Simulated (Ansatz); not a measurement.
## SrTiSe3 (built on the sites of a database entry of CaTiO3): a soft mode frozen in

Aim: this structure of SrTiSe3 (built on the sites of a database entry of CaTiO3) is to be tested for unstable modes, and one is followed downhill.

Method: DFT LDA, scalar-relativistic, plane waves, PAW, in Ansatz 0.2.0.

The structure was built from a prototype and need not be the compound's stable phase.

**1. Starting point**

It takes space group Pm-3m (No. 221, cubic). Conventional cell: a = 4.900 Å, b = 4.900 Å, c = 4.900 Å, α = 90.00°, β = 90.00°, γ = 90.00°. Nearest to Sr lie 12 Se at 3.46 Å. Ti has 6 Se at 2.45 Å nearest. Nearest to Se lie 2 Ti at 2.45 Å and 4 Sr at 3.46 Å. Farther neighbours and most contacts between anions are not listed.

**2. Response at finite wavevector**

The cell comes from relaxations at this level that are not shown. Stability and thermal properties need the whole zone. Linear response on a 2×2×2 q mesh gives force constants as far as a supercell of that size would.

Contents of input.yaml:

```yaml
crystal:
  lattice:
    - [4.899528169, 0.0, 0.0]
    - [0.0, 4.899528169, 0.0]
    - [0.0, 0.0, 4.899528169]
  atoms:
    - { symbol: Sr, position: [0.0, 0.0, 0.0] }
    - { symbol: Ti, position: [0.5, 0.5, 0.5] }
    - { symbol: Se, position: [0.0, 0.5, 0.5] }
    - { symbol: Se, position: [0.5, 0.0, 0.5] }
    - { symbol: Se, position: [0.5, 0.5, 0.0] }
kpoints:
  mp_grid: { grid: [6, 6, 6] }
hamiltonian:
  xc: lda
scf:
  occupations: { method: methfessel_paxton, width: 0.15 }
output:
  eigenvalues: true
phonons:
  method: dfpt
  qmesh: [2, 2, 2]
  temperatures: { t_max: 1000, t_step: 50 }
  qpath:
    path:
      - [[0.0, 0.0, 0.0], [0.0, 0.5, 0.0], [0.5, 0.5, 0.0], [0.0, 0.0, 0.0], [0.5, 0.5, 0.5], [0.0, 0.5, 0.0]]
      - [[0.5, 0.5, 0.5], [0.5, 0.5, 0.0]]
    npoints: 10
```

Started as:

```
$ ansatz run input.yaml --threads 8 --pin off --max-ram 14336MiB --backend cpu --events-out ev --progress --plain --runs-dir out
```

Numbers of over 12 decimals in the logs are rounded to 6 here.

The program printed:

```text
Engine: ansatz 0.2.0, aarch64-unknown-linux-gnu
Pseudopotentials: kind: paw
Pseudopotential: Sr, paw, valence charge 10, recommended cutoff 420 eV (normal), Sr.paw.azcp
Pseudopotential: Ti, paw, valence charge 12, recommended cutoff 420 eV (normal), Ti.paw.azcp
Pseudopotential: Se, paw, valence charge 16, recommended cutoff 420 eV (normal), Se.paw.azcp
Functional definition: SPW92
  exchange = slater_x
  correlation = pw_c
Crystal: 5 atoms, lattice volume = 117.615 Å³
Basis set: ecut = 420 eV, 2325 PW (Γ), exchange–correlation on 72×72×72 points (8 copies of the dense FFT grid, shifted against one another)
Bands: 42, of which v1, the nominal top of the filled ones, is band 35 counted from 1 (34 counted from 0)
Symmetry: 48 space group operations
k-points: 20 of 216
Non-local potential: Sr, projectors of the file, l = 0: 3, l = 1: 2, l = 2: 2
Non-local potential: Ti, projectors of the file, l = 0: 3, l = 1: 2, l = 2: 3, l = 3: 1
Non-local potential: Se, projectors of the file, l = 0: 2, l = 1: 2, l = 2: 3, l = 3: 1
PAW form: soft (Blöchl's): semilocal exchange-correlation on the pseudo side does not see the compensation charge
PAW frozen core: Sr, regenerated for the run's functional, and the local potential with it (the file was generated under x = pbe(κ = 0.804, μ = 0.219515), c = pbe(β = 0.066725))
PAW frozen core: Ti, regenerated for the run's functional, and the local potential with it (the file was generated under x = pbe(κ = 0.804, μ = 0.219515), c = pbe(β = 0.066725))
PAW frozen core: Se, regenerated for the run's functional, and the local potential with it (the file was generated under x = pbe(κ = 0.804, μ = 0.219515), c = pbe(β = 0.066725))
PAW one-centre angular grid: Sr, 110 points (default); XC on 64 Gauss nodes
PAW one-centre angular grid: Ti, 590 points (default); XC on 64 Gauss nodes
PAW one-centre angular grid: Se, 590 points (default); XC on 64 Gauss nodes
Initial density: superposition of atomic densities (neutral atoms: chi_scale 0, normalization atom), corrected by the library's trained network
Initial wavefunctions: pseudopotential atomic-orbital guess
Functional: x = slater, c = lda
SCF iter   1: F=—  HF=-22051.143897 eV  |F-HF|=—  |Δ(HF+E_count)|=         —  Δρ=4.70e-3  dr2=1.34e-2  ethr=1.77e-3  ⟨swp⟩=7.3  Hψ=3379  notcnv=0
preconditioner: auto → Resta (q_TF=auto, 2.502 Å⁻¹)  ε∞=4.5  [insulator: Δε(μ)=0.211 eV  Ē_g=10.064 eV  σ=0.150 eV  W_gap=0.92  n_scr=26 (ndim 8)  ℏωp=18.8 eV  f_vac=0.013  D(μ)=0.19/eV (n_scr^D=0)  ε∞_Penn≈4.5]
SCF iter   2: F=—  HF=-22051.144091 eV  |F-HF|=—  |Δ(HF+E_count)|=   1.93e-4  S|Δr|=    0.00e0  Δρ=2.94e-3  dr2=6.20e-3  ethr=1.91e-5  ⟨swp⟩=3.0  Hψ=1805  notcnv=0  defer=1
SCF iter   3: F=—  HF=-22051.144113 eV  |F-HF|=—  |Δ(HF+E_count)|=   2.27e-5  S|Δr|=    0.00e0  Δρ=1.92e-3  dr2=6.69e-3  ethr=8.85e-6  ⟨swp⟩=2.0  Hψ=1493  notcnv=0  defer=1
SCF iter   4: F=—  HF=-22051.143213 eV  |F-HF|=—  |Δ(HF+E_count)|=   9.00e-4  S|Δr|=    0.00e0  Δρ=3.69e-4  dr2=2.20e-4  ethr=8.85e-6  ⟨swp⟩=2.0  Hψ=912  notcnv=0  defer=1
SCF iter   5: F=—  HF=-22051.143192 eV  |F-HF|=—  |Δ(HF+E_count)|=   2.13e-5  S|Δr|=    0.00e0  Δρ=1.12e-4  dr2=1.93e-5  ethr=3.15e-7  ⟨swp⟩=2.0  Hψ=898  notcnv=0  defer=1
SCF iter   6: F=—  HF=-22051.143184 eV  |F-HF|=—  |Δ(HF+E_count)|=   7.50e-6  S|Δr|=    0.00e0  Δρ=2.04e-5  dr2=7.73e-7  ethr=2.75e-8  ⟨swp⟩=2.0  Hψ=1176  notcnv=0  defer=1
SCF iter   7: F=—  HF=-22051.143186 eV  |F-HF|=—  |Δ(HF+E_count)|=   1.33e-6  S|Δr|=    0.00e0  Δρ=6.55e-6  dr2=6.92e-8  ethr=1.10e-9  ⟨swp⟩=2.4  Hψ=1471  notcnv=0  defer=1
SCF iter   8: F=—  HF=-22051.143186 eV  |F-HF|=—  |Δ(HF+E_count)|=   2.07e-8  S|Δr|=    0.00e0  Δρ=1.52e-6  dr2=2.24e-9  ethr=9.89e-11  ⟨swp⟩=2.0  Hψ=1482  notcnv=0  defer=1
SCF iter   9: F=—  HF=-22051.143186 eV  |F-HF|=—  |Δ(HF+E_count)|=  2.55e-11  S|Δr|=    0.00e0  Δρ=5.08e-7  dr2=4.19e-10  ethr=3.19e-12  ⟨swp⟩=2.5  Hψ=1566  notcnv=0  defer=1
SCF iter  10: F=-22051.143186 eV  HF=-22051.143186 eV  |F-HF|=1.09e-11  |Δ(HF+E_count)|=  5.82e-11  S|Δr|=    0.00e0  Δρ=7.18e-8  dr2=7.74e-12  ethr=1.00e-12  ⟨swp⟩=9.5  Hψ=4599  notcnv=0
SCF 1 converged in 10 iterations: F = -22051.143186 eV  dr2 = 7.74e-12
  greatest PAW one-centre occupation: 1.000 electrons in one spin orbital (limit 2), on the Se atom at site 2 (counted from 0), in its partial waves of l = 2
Initial density: read from a saved state, or passed on in memory by an earlier SCF of this step, an earlier step, the calling program or the single point that the run made first
iter 1 solved again at ethr=4.14e-7 eV; its pass at ethr=3.10e-3 eV (dr2=2.90e-4 eV) is discarded
SCF iter   1: F=—  HF=-22051.143188 eV  |F-HF|=—  |Δ(HF+E_count)|=         —  Δρ=1.38e-6  dr2=2.39e-9  ethr=4.14e-7  ⟨swp⟩=3.5  Hψ=5428  notcnv=0
eigensolver tolerance schedule: the retry pair's looser diagonalisation over-reported the residual by 121229.69 of it (diagonalisation noise at an unbounded share of the residual, at the tolerance the schedule requests for it); recorded, not acted on — ethr = c·dr2/N_el stays at c = 1.0e-1
preconditioner: auto → Resta (q_TF=auto, 2.502 Å⁻¹)  ε∞=4.5  [insulator: Δε(μ)=0.213 eV  Ē_g=10.065 eV  σ=0.150 eV  W_gap=0.93  n_scr=26 (ndim 8)  ℏωp=18.8 eV  f_vac=0.006  D(μ)=0.19/eV (n_scr^D=0)  ε∞_Penn≈4.5]
SCF iter   2: F=—  HF=-22051.143186 eV  |F-HF|=—  |Δ(HF+E_count)|=   1.82e-6  S|Δr|=    0.00e0  Δρ=6.89e-7  dr2=4.46e-10  ethr=3.42e-12  ⟨swp⟩=4.7  Hψ=2798  notcnv=0
SCF iter   3: F=—  HF=-22051.143186 eV  |F-HF|=—  |Δ(HF+E_count)|=  9.82e-11  S|Δr|=    0.00e0  Δρ=4.44e-7  dr2=2.06e-10  ethr=1.00e-12  ⟨swp⟩=1.0  Hψ=840  notcnv=0
SCF iter   4: F=—  HF=-22051.143186 eV  |F-HF|=—  |Δ(HF+E_count)|=  5.46e-11  S|Δr|=    0.00e0  Δρ=2.41e-7  dr2=6.93e-11  ethr=1.00e-12  ⟨swp⟩=1.0  Hψ=840  notcnv=0
SCF iter   5: F=—  HF=-22051.143186 eV  |F-HF|=—  |Δ(HF+E_count)|=  1.09e-11  S|Δr|=    0.00e0  Δρ=1.46e-7  dr2=2.74e-11  ethr=1.00e-12  ⟨swp⟩=1.0  Hψ=840  notcnv=0
SCF iter   6: F=-22051.143186 eV  HF=-22051.143186 eV  |F-HF|=0.00e0  |Δ(HF+E_count)|=  3.64e-12  S|Δr|=    0.00e0  Δρ=6.71e-8  dr2=5.97e-12  ethr=1.00e-12  ⟨swp⟩=1.9  Hψ=1940  notcnv=0
SCF 2 converged in 6 iterations: F = -22051.143186 eV  dr2 = 5.97e-12
phonons: the bands overlap, so this run is a metal and interpolates without the dipole-dipole term. If the crystal is really an insulator or semiconductor, its LO-TO splitting is missing
NSCF: frozen V_eff on 20 k-points
WARN: eigensolver did not converge (k=9): 1 band(s) unlocked after 20 sweeps at ethr=1.37e-12 eV (storage-precision floor; scheduled 1.00e-12 eV) (lowest unlocked band 41, counted from 0; max residual 1.10e-5 eV among the unlocked bands, 1.10e-5 eV over every band; other slots of this pass that fall short are told together in one closing line; warning suppressed until the next SCF loop or pass starts)
NSCF: frozen V_eff on 64 k-points
DFPT response loops at q = (0, 0, 0) (fractional): preconditioner auto → Kerker (q_TF=auto, 2.502 Å⁻¹) (partly filled bands, converged f_vac=0.006); β = 1.00, the filter's whole step (`scf.mixing.beta` (0.50) is not read by the response loops under this deck's `scf.mixing.preconditioner`; to damp them name `kerker` or `kerker_dos`, under which they read `scf.mixing.beta`, and type it under 1.00, their step now; both keys bind the ground state too); Broyden in place of MSR1
NSCF: frozen V_eff on 128 k-points
DFPT response loops at q = (0, 0, -0.5) (fractional): mixed as the last ones told, above
NSCF: frozen V_eff on 128 k-points
DFPT response loops at q = (0, -0.5, -0.5) (fractional): mixed as the last ones told, above
NSCF: frozen V_eff on 128 k-points
DFPT response loops at q = (-0.5, -0.5, -0.5) (fractional): mixed as the last ones told, above
SCF converged after 10 iterations
Stability not checked: this state was not tested for a lower state beside it, because cold or Methfessel-Paxton smearing, or corrected tetrahedra, fill the levels in a way that the test cannot read (fill_not_monotonic; see scf.lower_state_search)
Free energy (F): -22051.143186 eV
Harris-Foulkes:  -22051.143186 eV  (|F-HF|=1.09e-11)
Internal energy: -22051.146279 eV  (E = F + TS)
E sigma→0 (E₀):  -22051.143959 eV
Entropy (-TS):   0.003093 eV (0.619 meV/atom)
Fermi energy:    9.657754 eV
Step filling:    the computed levels leave a gap of 0.2134 eV = 1.4 smearing widths at the electron count; against every level under it full and every level over it empty, smearing changes F+E_penalty+E_count by +1.144 meV and its σ→0 estimate by +0.371 meV
--- Per-component energies (eV) ---
  E_band       = -1368.818079
  E_kinetic    = 880.869463
  E_local      = -9312.004921  (includes V_loc(G=0)·N_el)
  E_nonlocal   = -1553.510628
  E_hartree    = 4385.132798
  E_xc         = -583.050362
  E_vxc        = -584.138233  (∫ρ·V_xc dr)
  E_paw        = -9074.601998  (= ΣΔE_a)
  E_vpaw       = 429.702584  (= ΣTr[D̂ρ^β])
  E_aug_tail   = -0.001745  (compensation charges beyond the density's cutoff)
  E_ewald      = -6801.251060
  E_core_change = 7.272173  (= ΣΔE_core)
  E_smearing   = 0.003093  (= −TS)
  E_closure    = -0.000000  (closes the sum)
  Σ components = -22051.143186   (vs F -22051.143186, Δ=0.00e0)
--- Band table (eV; the first three rows and the last of 20) ---
  k-point 0: bands = [... 31 lower, 8.2728, 9.2052, 9.2052, 9.2052, 9.3916, 9.3916, 9.3916, 10.6225, ... 3 higher]
  k-point 1: bands = [... 31 lower, 7.9419, 8.3777, 9.0389, 9.0389, 9.2319, 10.0923, 10.0923, 10.6967, ... 3 higher]
  k-point 2: bands = [... 31 lower, 7.0951, 7.4480, 8.9142, 8.9142, 9.2873, 10.7545, 10.8538, 10.8538, ... 3 higher]
  k-point 19: bands = [... 31 lower, 5.9772, 9.9461, 9.9461, 9.9461, 11.1176, 11.1176, 11.1176, 11.6487, ... 3 higher]
--- Phonons (Γ-DFPT): 4 representative perturbations + reference (Σ response iterations 12) ---
  ASR residual: 2.151e-4 → 0.000e0 eV/Å²; symmetrization residual: 1.206e-5 eV/Å²
  ASR residual per site (eV/Å²): 2.15e-4 1.07e-5 1.12e-5 1.12e-5 1.12e-5
  Γ frequencies (cm⁻¹): -22.78 -22.78 -22.78 0.00 0.00 0.00 38.16 38.16 38.16 64.12 64.12 64.12 268.84 268.84 268.84
--- Phonons (arbitrary-q DFPT): 4 irreducible q on the 2×2×2 mesh ---
  q = [0.0000, 0.0000, 0.0000] (star 1, of the zone-centre solve; hermiticity 1.87e-6, symmetrization 5.33e-12): -22.78 -22.78 -22.78 0.00 0.00 0.00 38.16 38.16 38.16 64.12 64.12 64.12 268.84 268.84 268.84
  q = [0.0000, 0.0000, -0.5000] (star 3, 9 solved perturbations in 504 linear systems a pass and spin channel, the states on 64 of 216 k-point pairs; hermiticity 1.56e-6, symmetrization 4.89e-12): -26.12 -26.12 -3.59 -3.59 52.08 52.08 68.76 72.29 84.02 84.02 94.05 249.07 251.22 264.61 264.61
  q = [0.0000, -0.5000, -0.5000] (star 3, 9 solved perturbations in 504 linear systems a pass and spin channel, the states on 64 of 216 k-point pairs; hermiticity 1.80e-6, symmetrization 8.03e-13): -76.18 -50.49 12.82 12.82 26.04 77.48 77.48 84.53 84.53 131.66 173.37 246.53 246.53 260.45 266.38
  q = [-0.5000, -0.5000, -0.5000] (star 1, 4 solved perturbations in 184 linear systems a pass and spin channel, the states on 64 of 216 k-point pairs; hermiticity 1.75e-6, symmetrization 5.69e-12): -81.53 -81.53 -81.53 19.19 19.19 19.19 126.03 126.03 126.03 137.98 137.98 246.98 246.98 246.98 281.51
  sum rule: each row above includes the acoustic sum rule's correction from the zone centre's row sums; it moved no ω² by more than (0.82 cm⁻¹)²
  mesh force constants: q→R imaginary residual 3.93e-18; ASR residual 2.151e-4 → 0.000e0 eV/Å²; symmetrization residual 1.243e-14 eV/Å²
  interpolated dispersion: 62 rows × 15 modes
  density of states and harmonic sums: on the 14×14×14 q-mesh, interpolated from the force constants of a 2×2×2 supercell (no non-analytic term)
  largest difference from the sums on the solved wave vectors: F 4.27e-1 eV, S 5.51e-4 and C_V 1.25e-4 eV/K
  zero-point energy: 0.099867 eV/cell   skipped modes (ω ≤ 0): 250, of them read as no rigid motion or as one in doubt: 247 (1.929e0 modes/cell left out, lowest -81.53 cm⁻¹)   left out of the sums: 1.29e-1 of the cell's modes: C_V's classical limit lies that fraction below 3 k_B per atom; for a crystal, a wire or a layer, F and S can be off by more, and a phonons.interpolated_qmesh denser along its periods is the remedy for the sampling
```

Elapsed: 97 s, on 8 threads of Arm Neoverse V2, shared host; peak memory 1.3 GiB; 12 min of CPU time.

This step gave:

- volume per atom: 23.52 Å³
- gap on the k-mesh: 0 eV
- sum-rule residual before enforcement: 2.15e-4 eV/Å²
- lowest frequency on the path: -81.53 cm⁻¹
- point group: m-3m
- highest frequency on the path or at a solved wavevector: 288.7 cm⁻¹
- highest optical mode at the zone centre (no LO-TO term): 268.8 cm⁻¹
- lowest optical zone-centre mode: -22.78 cm⁻¹
- lowest mode on the q mesh (acoustic modes at Γ apart): -81.53 cm⁻¹

Frequencies (cm⁻¹) solved at each irreducible wavevector; negative means imaginary. Frequencies by wavevector, by row:

```tsv
q in reciprocal lattice units	star	mode 1	mode 2	mode 3	mode 4	mode 13	mode 14	mode 15
0 0 0	1	-22.8	-22.8	-22.8	0	268.8	268.8	268.8
0 0 -0.5	3	-26.1	-26.1	-3.6	-3.6	251.2	264.6	264.6
0 -0.5 -0.5	3	-76.2	-50.5	12.8	12.8	246.5	260.4	266.4
-0.5 -0.5 -0.5	1	-81.5	-81.5	-81.5	19.2	247	247	281.5
```

Interpolated from a 2×2×2 q mesh. The phonon branches at the labelled points (cm⁻¹):

```tsv
point	branch 1	branch 2	branch 3	branch 4	branch 12	branch 13	branch 14	branch 15
Γ	-23	-23	-23	0	64	269	269	269
halfway	-20	-20	10	10	165	267	267	270
X	-26	-26	-4	-4	249	251	265	265
halfway	-44	-38	10	18	228	248	263	274
M	-76	-50	13	13	246	246	260	266
halfway	-29	-24	13	32	168	255	265	278
Γ	-23	-23	-23	0	64	269	269	269
halfway	-34	-29	-29	16	172	251	251	286
R	-82	-82	-82	19	247	247	247	282
halfway	-52	-40	-32	10	216	247	247	286
X	-26	-26	-4	-4	249	251	265	265
jump to R	-82	-82	-82	19	247	247	247	282
halfway	-79	-49	-49	18	230	247	247	284
M	-76	-50	13	13	246	246	260	266
```

Symmetry leaves 4 wavevectors to solve. The lowest mode among them, the acoustic zeros apart, lies at q = (-0.5, -0.5, -0.5) and is imaginary, 81.5i cm⁻¹, so the energy falls along it.

**3. The mode frozen in, largest atomic shift 0 Å**

The mode followed lies at q = (-0.5, -0.5, -0.5) with frequency 81.5i cm⁻¹ and is 3-fold degenerate, the softest among the wavevectors solved. At small amplitude the distorted cell has space group no. 167 by a symmetry search on the positions. The undistorted cell that holds it gives the zero of energy on the same k mesh.

System of this step: SrTiSe3 (built on the sites of a database entry of CaTiO3). It takes space group Pm-3m (No. 221, cubic). Conventional cell: a = 4.900 Å, b = 4.900 Å, c = 4.900 Å, α = 90.00°, β = 90.00°, γ = 90.00°. Nearest to Sr lie 12 Se at 3.46 Å. Nearest to Ti lie 6 Se at 2.45 Å. Nearest to Se lie 2 Ti at 2.45 Å and 4 Sr at 3.46 Å. Farther neighbours and most contacts between anions are not listed.

Contents of input.yaml:

```yaml
crystal:
  lattice:
    - [4.899528169, 4.899528169, 0.0]
    - [4.899528169, 0.0, 4.899528169]
    - [4.899528169, 0.0, -4.899528169]
  atoms:
    - { symbol: Sr, position: [0.0, 0.0, 0.0] }
    - { symbol: Sr, position: [0.0, 0.5, 0.5] }
    - { symbol: Ti, position: [0.5, 0.25, 0.75] }
    - { symbol: Ti, position: [0.5, 0.75, 0.25] }
    - { symbol: Se, position: [0.5, 0.0, 0.5] }
    - { symbol: Se, position: [0.5, 0.5, 0.0] }
    - { symbol: Se, position: [0.0, 0.5, 0.0] }
    - { symbol: Se, position: [0.0, 0.0, 0.5] }
    - { symbol: Se, position: [0.5, 0.0, 0.0] }
    - { symbol: Se, position: [0.5, 0.5, 0.5] }
kpoints:
  mp_grid: { grid: [6, 6, 6] }
hamiltonian:
  xc: lda
scf:
  occupations: { method: methfessel_paxton, width: 0.15 }
output:
  forces: true
  stress: true
  eigenvalues: true
```

The program printed:

```text
[...]
Crystal: 10 atoms, lattice volume = 235.230 Å³
Basis set: ecut = 420 eV, 4645 PW (Γ)
Bands: 84, of which v1, the nominal top of the filled ones, is band 70 counted from 1 (69 counted from 0)
Symmetry: 96 space group operations
[...]
k-points: 16 of 216
[...]
k-point 0: bands = [... 66 lower, 9.2123, 9.3917, 9.3917, 9.3917, 9.9453, 9.9453, 9.9453, 10.6311, ... 10 higher]
  k-point 1: bands = [... 66 lower, 9.0189, 9.5909, 9.5909, 9.6779, 9.6846, 9.6846, 9.7936, 10.9736, ... 10 higher]
  k-point 2: bands = [... 66 lower, 8.6597, 8.9734, 8.9734, 9.4212, 9.9872, 10.1214, 10.1214, 10.6849, ... 10 higher]
  k-point 15: bands = [... 66 lower, 8.1200, 8.1597, 8.2530, 9.3153, 10.0574, 10.7596, 10.8339, 11.0033, ... 10 higher]
[key lines of the parts left out:]
SCF converged after 8 iterations
Free energy (F): -44102.218478 eV
Fermi energy:    9.668473 eV
P = ⅓ Tr σ = 0.0901 GPa (0.901 kbar)
```

The job ended after 2.5 s (8 threads; peak memory 1.2 GiB).

Numbers from this step:

* pressure: 0.09015 GPa
* energy from the undistorted cell: 0 meV/atom

The run ends at a pressure of 0.09 GPa.

**4. The mode frozen in, largest atomic shift 0.45 Å**

The atoms are moved along the unstable eigenvector, the largest shift by 0.45 Å, with the cell fixed.

input.yaml, the sections that differ from step 3:

```yaml
crystal:
  lattice:
    - [4.899528169, 4.899528169, 0.0]
    - [4.899528169, 0.0, 4.899528169]
    - [4.899528169, 0.0, -4.899528169]
  atoms:
    - { symbol: Sr, position: [0.0, 0.0, 0.0] }
    - { symbol: Sr, position: [0.0, 0.5, 0.5] }
    - { symbol: Ti, position: [0.5, 0.25, 0.75] }
    - { symbol: Ti, position: [0.5, 0.75, 0.25] }
    - { symbol: Se, position: [0.4350553685, 0.0649446315, 0.5] }
    - { symbol: Se, position: [0.5649446315, 0.4350553685, 0.0] }
    - { symbol: Se, position: [0.0, 0.5649446315, 0.0] }
    - { symbol: Se, position: [0.0, -0.0649446315, 0.5] }
    - { symbol: Se, position: [0.4350553685, 0.0, 0.0] }
    - { symbol: Se, position: [0.5649446315, 0.5, 0.5] }
# kpoints, hamiltonian, scf, output: as in step 3
```

The program printed:

```text
[...]
Crystal: 10 atoms, lattice volume = 235.230 Å³
Basis set: ecut = 420 eV, 4645 PW (Γ)
Bands: 84, of which v1, the nominal top of the filled ones, is band 70 counted from 1 (69 counted from 0)
Symmetry: 12 space group operations
[...]
k-points: 32 of 216
[...]
k-point 0: bands = [... 66 lower, 8.7221, 9.0720, 9.0720, 9.2213, 9.2213, 9.3287, 9.3663, 10.3873, ... 10 higher]
  k-point 1: bands = [... 66 lower, 8.5025, 8.6603, 8.9804, 8.9804, 9.6153, 9.6153, 9.6377, 10.5201, ... 10 higher]
  k-point 2: bands = [... 66 lower, 8.2570, 8.4122, 8.6577, 8.6577, 9.8558, 10.0280, 10.0280, 10.4147, ... 10 higher]
  k-point 31: bands = [... 66 lower, 8.1444, 8.1444, 8.5724, 8.5724, 10.1231, 10.1231, 10.2957, 10.2957, ... 10 higher]
[key lines of the parts left out:]
SCF converged after 8 iterations
Free energy (F): -44102.913509 eV
Fermi energy:    9.138496 eV
P = ⅓ Tr σ = -0.5811 GPa (-5.811 kbar)
```

The job ended after 4.8 s (8 threads; peak memory 1.3 GiB; 35 s of CPU time).

This step gave:

| Item | Value |
| --- | --- |
| pressure | -0.5811 GPa |
| energy from the undistorted cell | -70.00 meV/atom |

The energy, extrapolated to zero smearing, is -70.00 meV/atom against the undistorted cell.

The run ends at a pressure of -0.58 GPa, with forces up to 0.13 eV/Å.

**5. Energy along the mode, all amplitudes (two of the runs are shown above)**

An imaginary frequency means negative curvature, so the energy should fall and then rise again as anharmonic terms take over.

Numbers from this step:

```
depth at the lowest point sampled  : 70.00 meV/atom
largest atomic shift at that point : 0.45 Å
```

Table of energy from the parent by largest atomic shift:

```tsv
largest atomic shift (Å)	energy from the parent (meV/atom)
0.000	0
0.040	-1.00
0.080	-3.98
0.140	-11.8
0.220	-27.3
0.320	-49.1
0.450	-70.0
0.600	-55.6
```

Displacement at unit largest shift by atom:

```tsv
atom	x (Å)	y (Å)	z (Å)	size
Sr1	0.000	0.000	0.000	0.000
Sr2	0.000	0.000	0.000	0.000
Ti3	0.000	0.000	0.000	0.000
Ti4	0.000	0.000	0.000	0.000
Se5	0.000	-0.707	0.707	1.000
Se6	0.000	0.707	-0.707	1.000
Se7	0.707	0.000	0.707	1.000
Se8	-0.707	0.000	-0.707	1.000
Se9	-0.707	-0.707	0.000	1.000
Se10	0.707	0.707	0.000	1.000
```

The lowest of the steps tried is at 0.45 Å, 70.0 meV/atom below the parent; the bottom of the well need not coincide with a step.

(Part 1 of 2 ends here.)

[Logs are printed without paths, hosts, clocks, repeated set-up lines and the standing remarks that a program may print on its own settings, such as how far it seeks lower states.]

[Hosts, paths, dates, database ids (printed as entryN), source tags and the programs' standing remarks are cut or masked in the printed files.]
